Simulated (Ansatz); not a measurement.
G0W0 rungs for CsSnI3 (P4/mbm).

```cif
data_structure
_symmetry_space_group_name_H-M 'P 1'
_symmetry_Int_Tables_number 1
_cell_length_a 8.7182
_cell_length_b 8.7182
_cell_length_c 6.1908
_cell_angle_alpha 90.000
_cell_angle_beta 90.000
_cell_angle_gamma 90.000
_cell_volume 470.54
loop_
_atom_site_label
_atom_site_type_symbol
_atom_site_fract_x
_atom_site_fract_y
_atom_site_fract_z
_atom_site_occupancy
Cs1 Cs 0.50000 0.00000 0.00000 1
Cs2 Cs 0.00000 0.50000 0.00000 1
Sn3 Sn 0.00000 0.00000 0.50000 1
Sn4 Sn 0.50000 0.50000 0.50000 1
I5 I 0.00000 0.00000 0.00000 1
I6 I 0.50000 0.50000 0.00000 1
I7 I 0.77630 0.27630 0.50000 1
I8 I 0.72370 0.77630 0.50000 1
I9 I 0.22370 0.72370 0.50000 1
I10 I 0.27630 0.22370 0.50000 1
```

The cell and positions come from the Crystallography Open Database and are kept as given unless a step says otherwise. Spin-orbit coupling is left out unless a run names it. PAW set soft_2, made with PBE.

Runs so far (Ansatz 0.2.0, start LDA, default PAW files, 2×2×2 mesh). Times are wall times on 1 × NVIDIA H100 80GB HBM3 (shared by 6 runs) with 3 threads of AMD EPYC 7R13 (Zen 3), shared host, good to a factor of about two.

```csv
bands summed,cutoff (eV),gap on the mesh (eV),time
249,30,0.297,16 s
570,60,0.534,34 s
```

Q: What should the next rung give, with 1142 bands and screening to 100 eV, and where is the limit?

The error falls about as one over the bands when the cutoff rises with them. A line through the two highest rungs given predicts 0.626 eV; the run gave 0.685 eV, a miss of 0.059 eV, so the law fails here: the steps don't follow it yet. The two highest rungs put the limit near 0.835 eV, the pair below near 0.718 eV; neither can be trusted until a further rung is run.

Gaps are over the mesh's points; an edge off the mesh would be missed. Limits: not at the basis limit; model gap, bands may invert with spin-orbit coupling; screening runs away on this mesh; no spin-orbit coupling; coarse k mesh.

[Paths, hosts, dates, memory and timing lines, banners, echoed tables and standing remarks are left out of the program output.]

[Logs are printed without paths, hosts, clocks, repeated set-up lines and the standing remarks that a program may print on its own settings, such as how far it seeks lower states.]

[Runs of the session that timed out or met a known fault of the program may be left out.]

[Cells called generated may have been cut or substituted from an entry of the Crystallography Open Database or the Materials Project.]

[Hosts, paths, dates, database ids (printed as entryN), source tags and the programs' standing remarks are cut or masked in the printed files.]
